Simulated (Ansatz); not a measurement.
# SrEuAl8 (Eu on 50 % of the Sr sites, one arrangement): which shell does photoemission see at 21.2 and 150 eV? (PBE)

The valence band of SrEuAl8 (Eu on 50 % of the Sr sites, one arrangement) mixes several shells. Work out by hand which one leads the spectrum's area at each photon energy.

Filled states come from the projected DOS of Ansatz 0.2.0 (PBE+U, plane waves); cross sections σ and asymmetry parameters β are those of free atoms in a Dirac–Hartree–Slater calculation. A shell's area is states × σ × angular factor, which is 1 − β·P₂(cos θ)/2 for unpolarised light, with θ = 54.7° from the beam and P₂ = 0.001.

**At 21.2 eV** (states counted from 11.2 eV below the zero; other shells add 1.2 to the products' sum of 17.7):

| shell | filled states a cell | cross section (Mb an electron) | β | angular factor | product | share by hand (%) | share in the simulated spectrum (%) |
| --- | --- | --- | --- | --- | --- | --- | --- |
| Al 3s | 13.95 | 0.153 | 2.00 | 1.00 | 2.13 | 12 | 12 |
| Al 3p | 35.87 | 0.0697 | -0.25 | 1.00 | 2.5 | 14 | 14 |
| Eu 5d | 3.43 | 2.63 | 0.67 | 1.00 | 9.03 | 51 | 51 |
| Eu 4f | 13.95 | 0.206 | 1.53 | 1.00 | 2.87 | 16 | 16 |

**At 150 eV** (states counted from 21.4 eV below the zero; other shells add 0.92 to the products' sum of 10.6):

| shell | filled states a cell | cross section (Mb an electron) | β | angular factor | product | share by hand (%) | share in the simulated spectrum (%) |
| --- | --- | --- | --- | --- | --- | --- | --- |
| Al 3s | 14.01 | 0.028 | 2.00 | 1.00 | 0.391 | 4 | 4 |
| Al 3p | 36.44 | 0.0183 | 1.59 | 1.00 | 0.667 | 6 | 6 |
| Eu 5d | 3.45 | 0.00403 | -0.46 | 1.00 | 0.0139 | 0 | 0 |
| Eu 4f | 13.95 | 0.615 | 0.44 | 1.00 | 8.58 | 81 | 81 |

Eu 5d leads at 21.2 eV and Eu 4f at 150 eV. Between the two energies σ of Eu 5d changes by a factor 0.0015 and that of Eu 4f by 3.0, so their ratio moves 1950-fold in favour of the second. The simulated spectrum uses the same rule on the energy-resolved DOS, so the two share columns agree within a few points.

Only crystals where the two columns agree within 4 points and the lead is clear are worked in this form. Free-atom cross sections ignore the solid's final states, no escape depth or background enters, and the count of states a shell hangs on the projection.
